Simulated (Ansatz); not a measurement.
# HgC2S2N2 (C2/m): the gap up the ladder of methods

What gap does each level of theory give for HgC2S2N2 (C2/m), and in what time?

Main program and level: Ansatz 0.2.0; density functionals, hybrids and G0W0, plane waves, PAW.

## Step 1: Starting point

Symmetry: C2/m, No. 12, monoclinic system. The conventional cell has a = 10.878 Å, b = 4.042 Å, c = 6.435 Å, α = 90.00°, β = 95.28°, γ = 90.00°. Nearest to Hg lie 2 S at 2.43 Å. Nearest to C lie 1 N at 1.18 Å and 1 S at 1.66 Å. Nearest to S lie 1 C at 1.66 Å and 1 Hg at 2.43 Å. Nearest to N lie 1 C at 1.18 Å. Farther neighbours and most contacts between anions are not listed.

Geometry: measured cell, ions relaxed with PBE. The runs that relaxed it are not among those shown. Spin-orbit coupling is left out unless a step names it.

The logs state that the PAW files were generated under PBE.

## Step 2: LDA on the 6×6×4 mesh

This step: DFT, LDA, plane waves, PAW; PAW set soft_1.

The input, input.yaml:

```yaml
crystal:
  lattice:
    - [5.439, -2.021, 0.0]
    - [5.439, 2.021, 0.0]
    - [-0.5921680587, 0.0, 6.4076955288]
  atoms:
    - { symbol: Hg, position: [0.0, 0.0, 0.0] }
    - { symbol: C, position: [0.2661513025, 0.2661513025, 0.2233405963] }
    - { symbol: C, position: [0.7338486975, 0.7338486975, 0.7766594037] }
    - { symbol: S, position: [0.1320101513, 0.1320101513, 0.3259806969] }
    - { symbol: S, position: [0.8679898487, 0.8679898487, 0.6740193031] }
    - { symbol: "N", position: [0.3633996325, 0.3633996325, 0.1569129335] }
    - { symbol: "N", position: [0.6366003675, 0.6366003675, 0.8430870665] }
kpoints:
  mp_grid: { grid: [6, 6, 4] }
  band_path:
    path:
      - [0.0, 0.0, 0.0]
      - [-0.28481191, 0.28481191, 0.0]
      - [-0.71518809, -0.28481191, 0.0]
      - [-0.5, -0.5, 0.0]
      - [-0.5, -0.5, 0.5]
      - [-0.72060342, -0.27939658, 0.5]
      - [-0.27939658, 0.27939658, 0.5]
      - [0.0, 0.0, 0.5]
    npoints: 1
hamiltonian:
  xc: lda
  pseudopotentials: { kind: paw, azcp: { folder: soft_1 }, xc_functional: pbe }
scf:
  occupations: { method: fixed }
  n_extra_bands: 6
output:
  eigenvalues: true
  forces: true
  stress: true
```

Run with:

```bash
> ansatz run input.yaml --threads 3 --pin off --max-ram 92160MiB --backend cuda --events-out ev --progress --plain --runs-dir out --devices 1 --max-vram 13GiB
```

Numbers of over 12 decimals in the logs are rounded to 6 here.

Log:

```text
scf.n_extra_bands = 6 over 25 filled bands (N_el = 50.0): the run solves 31 bands
GPUs: using 1 of 1 available (devices: 1).
Engine: ansatz 0.2.0, x86_64-unknown-linux-gnu
Pseudopotentials: kind: paw
Pseudopotential: Hg, paw, valence charge 20, recommended cutoff 420 eV (normal), soft_1/Hg.paw.azcp
Pseudopotential: C, paw, valence charge 4, recommended cutoff 420 eV (normal), soft_1/C.paw.azcp
Pseudopotential: S, paw, valence charge 6, recommended cutoff 420 eV (normal), soft_1/S.paw.azcp
Pseudopotential: N, paw, valence charge 5, recommended cutoff 420 eV (normal), soft_1/N.paw.azcp
Functional definition: SPW92
  exchange = slater_x
  correlation = pw_c
device memory: the entry about to start is reckoned to put 3.5 GiB on a device that reports 35.0 GiB free (of which the cap on the GPU budget leaves the run 13.0 GiB)
GPU FFT provider: cuFFT
GPU libraries: cuBLAS 13.8.2, cuFFT 12.4.0, cuSOLVER 12.3.4
Crystal: 7 atoms, lattice volume = 140.870 Å³
Basis set: ecut = 420 eV, 2761 PW (Γ)
Bands: 31, of which v1, the nominal top of the filled ones, is band 25 counted from 1 (24 counted from 0)
Symmetry: 4 space group operations
Space group: C2/m (ITA 12), of the structure as read, at distance tolerance 5.2e-5 Å
k-points: 47 of 144
Non-local potential: Hg, projectors of the file, l = 0: 3, l = 1: 2, l = 2: 2, l = 3: 1
Non-local potential: C, projectors of the file, l = 0: 2, l = 1: 2, l = 2: 1
Non-local potential: S, projectors of the file, l = 0: 2, l = 1: 2, l = 2: 1
Non-local potential: N, projectors of the file, l = 0: 2, l = 1: 2, l = 2: 1
PAW form: soft (Blöchl's): semilocal exchange-correlation on the pseudo side does not see the compensation charge
PAW frozen core: Hg, regenerated for the run's functional, and the local potential with it (the file was generated under x = pbe(κ = 0.804, μ = 0.219515), c = pbe(β = 0.066725))
PAW frozen core: C, regenerated for the run's functional, and the local potential with it (the file was generated under x = pbe(κ = 0.804, μ = 0.219515), c = pbe(β = 0.066725))
PAW frozen core: S, regenerated for the run's functional, and the local potential with it (the file was generated under x = pbe(κ = 0.804, μ = 0.219515), c = pbe(β = 0.066725))
PAW frozen core: N, regenerated for the run's functional, and the local potential with it (the file was generated under x = pbe(κ = 0.804, μ = 0.219515), c = pbe(β = 0.066725))
PAW one-centre angular grid: Hg, 590 points (default); XC on 64 Gauss nodes
PAW one-centre angular grid: C, 110 points (default); XC on 64 Gauss nodes
PAW one-centre angular grid: S, 110 points (default); XC on 64 Gauss nodes
PAW one-centre angular grid: N, 110 points (default); XC on 64 Gauss nodes
Initial density: superposition of atomic densities (chi_scale 0.1, normalization cell, long waves kept (reshape's long-wave potential 0.21 eV rms))
Initial wavefunctions: pseudopotential atomic-orbital guess
GPU buffer pool allocated for 72000 grid points (all kernels)
GPU transforms: local potential and band sums: pruned to the plane-wave sphere, on 40×40×45
Functional: x = slater, c = lda
SCF iter   1: F=—  HF=-16496.131758 eV  |F-HF|=—  |Δ(HF+E_count)|=         —  Δρ=7.30e-2  dr2=6.84e0  ethr=3.10e-3  ⟨swp⟩=5.0  Hψ=6324  notcnv=0  defer=154
preconditioner: auto → Resta (q_TF=auto, 2.296 Å⁻¹)  ε∞=4.2  [insulator: Δε(μ)=1.904 eV  Ē_g=11.335 eV  n_scr=24 (ndim 8)  ℏωp=20.3 eV  f_vac=0.054  ε∞_Penn≈4.2]
SCF iter   2: F=—  HF=-16494.178980 eV  |F-HF|=—  |Δ(HF+E_count)|=    1.95e0  Δρ=3.50e-2  dr2=1.04e0  ethr=3.10e-3  ⟨swp⟩=3.0  Hψ=3136  notcnv=0  defer=154
SCF iter   3: F=—  HF=-16493.883372 eV  |F-HF|=—  |Δ(HF+E_count)|=   2.96e-1  Δρ=1.42e-2  dr2=3.41e-1  ethr=2.08e-3  ⟨swp⟩=2.0  Hψ=2929  notcnv=0  defer=173
SCF iter   4: F=—  HF=-16493.807346 eV  |F-HF|=—  |Δ(HF+E_count)|=   7.60e-2  Δρ=4.68e-3  dr2=2.71e-2  ethr=6.83e-4  ⟨swp⟩=2.0  Hψ=2444  notcnv=0  defer=188
SCF iter   5: F=—  HF=-16493.802454 eV  |F-HF|=—  |Δ(HF+E_count)|=   4.89e-3  Δρ=1.16e-3  dr2=3.12e-3  ethr=5.42e-5  ⟨swp⟩=2.4  Hψ=2919  notcnv=0  defer=188
SCF iter   6: F=—  HF=-16493.802728 eV  |F-HF|=—  |Δ(HF+E_count)|=   2.74e-4  Δρ=2.79e-4  dr2=1.69e-4  ethr=6.24e-6  ⟨swp⟩=2.7  Hψ=2216  notcnv=0  defer=188
SCF iter   7: F=—  HF=-16493.802763 eV  |F-HF|=—  |Δ(HF+E_count)|=   3.50e-5  Δρ=5.86e-5  dr2=7.36e-6  ethr=3.37e-7  ⟨swp⟩=2.4  Hψ=2119  notcnv=0  defer=186
SCF iter   8: F=—  HF=-16493.802710 eV  |F-HF|=—  |Δ(HF+E_count)|=   5.31e-5  Δρ=1.46e-5  dr2=4.54e-7  ethr=1.47e-8  ⟨swp⟩=2.3  Hψ=2237  notcnv=0  defer=137
SCF iter   9: F=-16493.802710 eV  HF=-16493.802710 eV  |F-HF|=1.56e-8  |Δ(HF+E_count)|=   2.37e-7  Δρ=4.30e-6  dr2=3.49e-8  ethr=2.00e-10  ⟨swp⟩=13.9  Hψ=9040  notcnv=0
SCF 1 converged in 9 iterations: F = -16493.802710 eV  dr2 = 3.49e-8
[...]
device memory: the entry about to start is reckoned to put 2.0 GiB on a device that reports 35.0 GiB free (of which the cap on the GPU budget leaves the run 13.0 GiB)
NSCF: frozen V_eff on 8 k-points
SCF converged after 9 iterations
Free energy (F): -16493.802710 eV
Harris-Foulkes:  -16493.802710 eV  (|F-HF|=1.56e-8)
Internal energy: -16493.802710 eV  (E = F + TS)
E sigma→0 (E₀):  -16493.802710 eV
Fermi energy:    2.857335 eV
--- Per-component energies (eV) ---
  E_band       = -720.720438
  E_kinetic    = 1202.478336
  E_local      = -5546.727492  (includes V_loc(G=0)·N_el)
  E_nonlocal   = 289.430254
  E_hartree    = 2270.149970
  E_xc         = -584.427806
  E_vxc        = -664.856332  (∫ρ·V_xc dr)
  E_paw        = -11243.855731  (= ΣΔE_a)
  E_vpaw       = -541.342884  (= ΣTr[D̂ρ^β])
  E_aug_tail   = 0.002050  (compensation charges beyond the density's cutoff)
  E_ewald      = -2882.020586
  E_core_change = 1.168293  (= ΣΔE_core)
  E_smearing   = -0.000000  (= −TS)
  E_closure    = -0.000000  (closes the sum)
  Σ components = -16493.802710   (vs F -16493.802710, Δ=0.00e0)
--- Forces (eV/Å), atoms counted from 1 ---
  atom   1  Hg     0.00000000     0.00000000     0.00000000
  atom   2  C      0.19912616    -0.00000000    -0.12744943
  atom   3  C     -0.19912616     0.00000000     0.12744943
  atom   4  S      0.18827730    -0.00000000    -0.43013980
  atom   5  S     -0.18827730     0.00000000     0.43013980
  atom   6  N     -0.39198956     0.00000000     0.07689477
  atom   7  N      0.39198956    -0.00000000    -0.07689477
  max |Σ_I F_I| component: 0.00e0 eV/Å
--- Stress (GPa, compression-positive) ---
       -4.785656       0.000000       0.355113
        0.000000      -1.942447      -0.000000
        0.355110      -0.000000      -2.983179
  P = ⅓ Tr σ = -3.2371 GPa (-32.371 kbar)
--- Band table (eV; the first three rows and the last of 47) ---
  k-point 0: bands = [... 21 lower, 0.9194, 1.8559, 2.0658, 2.7205, 4.8803, 6.8594, 7.0311, 7.9832, ... 2 higher]
  k-point 1: bands = [... 21 lower, 1.0436, 1.8286, 2.0603, 2.7293, 5.2996, 7.0022, 7.1520, 8.0835, ... 2 higher]
  k-point 2: bands = [... 21 lower, 1.1763, 1.7830, 2.0558, 2.7369, 5.7689, 6.9964, 7.5635, 8.2308, ... 2 higher]
  k-point 46: bands = [... 21 lower, 1.5148, 1.6434, 2.7217, 2.7286, 5.5598, 7.3178, 7.4609, 7.8022, ... 2 higher]
```

It took 3.8 s on 1 × NVIDIA H100 80GB HBM3 (shared by 6 runs) with 3 threads of AMD EPYC 7R13 (Zen 3), shared host; peak memory 0.96 GiB; 6 s of CPU time.

Reading the cycles: dr2 is the Hartree energy of the density residual (eV), the measure of convergence; HF is the Harris–Foulkes estimate of the energy, which meets the free energy F at convergence.

This step gave:

* pressure: -3.237 GPa
* gap: 2.023 eV
* valence top at: Y_2
* conduction bottom at: Γ
* least direct gap: 2.160 eV

Over mesh and listed points the gap is 2.023 eV, from k = (-0.500, -0.500, 0.000) to k = Γ. The least direct gap found is 2.160 eV, at k = Γ.

## Step 3: PBEsol on the 6×6×4 mesh

This step: DFT, PBEsol, plane waves, PAW; PAW set soft_1.

input.yaml, as its differences from that of step 2:

```diff
@@ -27,3 +27,3 @@
 hamiltonian:
-  xc: lda
+  xc: pbesol
   pseudopotentials: { kind: paw, azcp: { folder: soft_1 }, xc_functional: pbe }
```

Log:

```text
[...]
GPUs: using 1 of 1 available (devices: 1).
[...]
GPU FFT provider: cuFFT
GPU libraries: cuBLAS 13.8.2, cuFFT 12.4.0, cuSOLVER 12.3.4
Crystal: 7 atoms, lattice volume = 140.870 Å³
Basis set: ecut = 420 eV, 2761 PW (Γ), exchange–correlation on 80×80×90 points (8 copies of the dense FFT grid, shifted against one another)
Bands: 31, of which v1, the nominal top of the filled ones, is band 25 counted from 1 (24 counted from 0)
Symmetry: 4 space group operations
[...]
k-points: 47 of 144
[...]
GPU buffer pool allocated for 72000 grid points (all kernels)
[...]
SCF iter   1: F=—  HF=-16689.792658 eV  |F-HF|=—  |Δ(HF+E_count)|=         —  Δρ=7.21e-2  dr2=6.66e0  ethr=3.10e-3  ⟨swp⟩=5.0  Hψ=6335  notcnv=0  defer=149
[...]
atom   2  C     -0.11009576    -0.00000000    -0.00920239
  atom   3  C      0.11009576     0.00000000     0.00920239
  atom   4  S      0.02720449    -0.00000000    -0.23704426
  atom   5  S     -0.02720449     0.00000000     0.23704426
  atom   6  N      0.06915019     0.00000000    -0.06427570
  atom   7  N     -0.06915019    -0.00000000     0.06427570
  max |Σ_I F_I| component: 1.39e-17 eV/Å
--- Stress (GPa, compression-positive) ---
       -1.085329      -0.000000      -0.288176
       -0.000000      -0.345998      -0.000000
       -0.288177      -0.000000      -0.834204
  P = ⅓ Tr σ = -0.7552 GPa (-7.552 kbar)
--- Band table (eV; the first three rows and the last of 47) ---
  k-point 0: bands = [... 21 lower, 1.1349, 2.0470, 2.2545, 2.9044, 5.1632, 7.1306, 7.3804, 8.2351, ... 2 higher]
  k-point 1: bands = [... 21 lower, 1.2587, 2.0169, 2.2501, 2.9124, 5.5709, 7.3304, 7.4302, 8.3338, ... 2 higher]
  k-point 2: bands = [... 21 lower, 1.3913, 1.9687, 2.2467, 2.9192, 6.0248, 7.3236, 7.8166, 8.4781, ... 2 higher]
  k-point 46: bands = [... 21 lower, 1.7219, 1.8356, 2.8998, 2.9148, 5.8296, 7.5877, 7.7177, 8.0833, ... 2 higher]
[key lines of the parts left out:]
SCF converged after 10 iterations
Free energy (F): -16687.687398 eV
Fermi energy:    3.037187 eV
```

The job ended after 8.6 s (1 × NVIDIA H100 80GB HBM3 (shared by 6 runs) with 3 threads; peak memory 0.93 GiB).

Numbers from this step:

```yaml
pressure: -0.7552 GPa
gap: 2.126 eV
valence_top_at: Y_2
conduction_bottom_at: Γ
least_direct_gap: 2.259 eV
```

Over mesh and listed points the gap is 2.126 eV, from k = (-0.500, -0.500, 0.000) to k = Γ. The least direct gap found is 2.259 eV, at k = Γ. PBEsol against LDA: 2.126 − 2.023 = +0.103 eV, with the same mesh, files and cutoff, and both edges at the same k points.

## Step 4: PBE on the 6×6×4 mesh

Levels along a band path and on the mesh show where this functional puts the band edges.

This step: DFT, PBE, plane waves, PAW; PAW set soft_1.

The input, input.yaml:

```yaml
crystal:
  lattice:
    - [5.439, -2.021, 0.0]
    - [5.439, 2.021, 0.0]
    - [-0.5921680587, 0.0, 6.4076955288]
  atoms:
    - { symbol: Hg, position: [0.0, 0.0, 0.0] }
    - { symbol: C, position: [0.2661513025, 0.2661513025, 0.2233405963] }
    - { symbol: C, position: [0.7338486975, 0.7338486975, 0.7766594037] }
    - { symbol: S, position: [0.1320101513, 0.1320101513, 0.3259806969] }
    - { symbol: S, position: [0.8679898487, 0.8679898487, 0.6740193031] }
    - { symbol: "N", position: [0.3633996325, 0.3633996325, 0.1569129335] }
    - { symbol: "N", position: [0.6366003675, 0.6366003675, 0.8430870665] }
kpoints:
  mp_grid: { grid: [6, 6, 4] }
  band_path:
    path:
      - [[0.0, 0.0, 0.0], [-0.28481191, 0.28481191, 0.0]]
      - [[-0.71518809, -0.28481191, 0.0], [-0.5, -0.5, 0.0], [0.0, 0.0, 0.0], [-0.5, -0.5, 0.5], [-0.72060342, -0.27939658, 0.5]]
      - [[-0.27939658, 0.27939658, 0.5], [0.0, 0.0, 0.5], [0.0, 0.0, 0.0]]
      - [[-0.5, 0.0, 0.5], [0.0, 0.0, 0.0], [-0.5, 0.0, 0.0]]
    npoints: 10
hamiltonian:
  xc: pbe
  pseudopotentials: { kind: paw, azcp: { folder: soft_1 } }
scf:
  occupations: { method: fermi_dirac, width: 0.02 }
  n_extra_bands: 6
output:
  eigenvalues: true
  forces: true
  stress: true
  write_density: true
  write_potential: true
  elf: true
  volumetric_format: npy
```

Log:

```text
[...]
GPUs: using 1 of 1 available (devices: 1).
[...]
GPU FFT provider: cuFFT
GPU libraries: cuBLAS 13.8.2, cuFFT 12.4.0, cuSOLVER 12.3.4
Crystal: 7 atoms, lattice volume = 140.870 Å³
Basis set: ecut = 420 eV, 2761 PW (Γ), exchange–correlation on 80×80×90 points (8 copies of the dense FFT grid, shifted against one another)
[...]
k-point 0: bands = [... 21 lower, 1.2392, 2.1136, 2.3348, 2.9712, 5.3104, 7.2754, 7.5184, 8.3312, ... 2 higher]
  k-point 1: bands = [... 21 lower, 1.3583, 2.0809, 2.3318, 2.9776, 5.7055, 7.4619, 7.5710, 8.4277, ... 2 higher]
  k-point 2: bands = [... 21 lower, 1.4888, 2.0298, 2.3297, 2.9830, 6.1424, 7.4468, 7.9497, 8.5686, ... 2 higher]
  k-point 46: bands = [... 21 lower, 1.8115, 1.9040, 2.9633, 2.9819, 5.9601, 7.7101, 7.8330, 8.2045, ... 2 higher]
[key lines of the parts left out:]
SCF converged after 9 iterations
Free energy (F): -16887.321084 eV
Fermi energy:    4.208512 eV
P = ⅓ Tr σ = 1.3949 GPa (13.949 kbar)
```

The job ended after 9.5 s (1 × NVIDIA H100 80GB HBM3 (shared by 6 runs) with 3 threads; peak memory 1 GiB; 9 s of CPU time).

This step gave:

```
pressure             : 1.395 GPa
gap                  : 2.210 eV
valence top at       : Y_2
conduction bottom at : Γ
least direct gap     : 2.339 eV
```

Over mesh and path the gap is 2.210 eV, from k = (-0.500, -0.500, 0.000) to k = Γ. The least direct gap found is 2.339 eV, at k = Γ. PBE against PBEsol: 2.210 − 2.126 = +0.084 eV, with the same mesh, files and cutoff, and both edges at the same k points.

## Step 5: PBE+SOC on the 6×6×4 mesh

This run has two-component orbitals with spin-orbit coupling.

This step: DFT, PBE with spin-orbit coupling, plane waves, PAW; PAW set soft_1.

The input, input.yaml:

```yaml
crystal:
  lattice:
    - [5.439, -2.021, 0.0]
    - [5.439, 2.021, 0.0]
    - [-0.5921680587, 0.0, 6.4076955288]
  atoms:
    - { symbol: Hg, position: [0.0, 0.0, 0.0] }
    - { symbol: C, position: [0.2661513025, 0.2661513025, 0.2233405963] }
    - { symbol: C, position: [0.7338486975, 0.7338486975, 0.7766594037] }
    - { symbol: S, position: [0.1320101513, 0.1320101513, 0.3259806969] }
    - { symbol: S, position: [0.8679898487, 0.8679898487, 0.6740193031] }
    - { symbol: "N", position: [0.3633996325, 0.3633996325, 0.1569129335] }
    - { symbol: "N", position: [0.6366003675, 0.6366003675, 0.8430870665] }
kpoints:
  mp_grid: { grid: [6, 6, 4] }
  band_path:
    path:
      - [0.0, 0.0, 0.0]
      - [-0.28481191, 0.28481191, 0.0]
      - [-0.71518809, -0.28481191, 0.0]
      - [-0.5, -0.5, 0.0]
      - [-0.5, -0.5, 0.5]
      - [-0.72060342, -0.27939658, 0.5]
      - [-0.27939658, 0.27939658, 0.5]
      - [0.0, 0.0, 0.5]
    npoints: 1
hamiltonian:
  xc: pbe
  pseudopotentials: { kind: paw_fr, azcp: { folder: soft_1 } }
scf:
  occupations: { method: fixed }
  n_extra_bands: 12
magnetization:
  noncollinear: true
  spin_orbit: true
output:
  eigenvalues: true
  forces: true
  stress: true
```

Log:

```text
[...]
GPUs: using 1 of 1 available (devices: 1).
[...]
non-collinear run that drives no moment, with spin-orbit: no starting moment large enough to seed its density (crystal.atoms[].spin), no starting occupations that ask for one, no magnetisation constraint and no magnetic field, so the semilocal B_xc is pinned to zero
[...]
k-point 0: bands = [... 46 lower, 2.3262, 2.3262, 2.9796, 2.9796, 5.3186, 5.3186, 7.2362, 7.2362, ... 8 higher]
  k-point 1: bands = [... 46 lower, 2.3232, 2.3232, 2.9861, 2.9861, 5.7128, 5.7128, 7.4480, 7.4480, ... 8 higher]
  k-point 2: bands = [... 46 lower, 2.3212, 2.3212, 2.9917, 2.9917, 6.1514, 6.1514, 7.4348, 7.4348, ... 8 higher]
  k-point 46: bands = [... 46 lower, 2.9598, 2.9598, 2.9898, 2.9898, 5.9673, 5.9673, 7.6240, 7.6240, ... 8 higher]
[key lines of the parts left out:]
SCF converged after 10 iterations
Magnetization: |M| = 0.0000 μB,  M = (+0.0000, +0.0000, +0.0000) μB
Free energy (F): -16928.012387 eV
Fermi energy:    3.107879 eV
P = ⅓ Tr σ = 1.2431 GPa (12.431 kbar)
```

Run time: 11 s. Hardware: 1 × NVIDIA H100 80GB HBM3 (shared by 6 runs) with 3 threads; peak memory 1 GiB.

Numbers from this step:

```
pressure             : 1.243 GPa
gap                  : 2.211 eV
valence top at       : Y_2
conduction bottom at : Γ
least direct gap     : 2.339 eV
```

Over mesh and listed points the gap is 2.211 eV, from k = (-0.500, -0.500, 0.000) to k = Γ. The least direct gap found is 2.339 eV, at k = Γ. PBE+SOC against PBE: 2.211 − 2.210 = +0.001 eV, with the same mesh, set of files (read in its fully relativistic form for the spin-orbit run) and cutoff, and both edges at the same k points. The spin-orbit run sees mesh and listed points alone, so its gap is an upper bound: the coupling can move an edge off these points, and the change over the zone, its sign included where it is small, is not known.

[end of part 1 of 2]

[Paths, hosts, dates, memory and timing lines, banners, echoed tables and standing remarks are left out of the program output.]

[Logs are printed without paths, hosts, clocks, repeated set-up lines and the standing remarks that a program may print on its own settings, such as how far it seeks lower states.]

[Runs of the session that timed out or met a known fault of the program may be left out.]

[Cells called generated may have been cut or substituted from an entry of the Crystallography Open Database or the Materials Project.]

[Hosts, paths, dates, database ids (printed as entryN), source tags and the programs' standing remarks are cut or masked in the printed files.]

[Where an RPA ε∞ is given, it is that of the G0W0 mesh and is not shown converged in it. Names of k-points follow the symmetry that the program found, which can be lower than the space group named. Band edges on a path are those of the sampled points; other points can move an edge, and change direct to indirect where valleys lie close.]

[Hybrid gaps are those of their k-mesh and are not shown converged in it.]
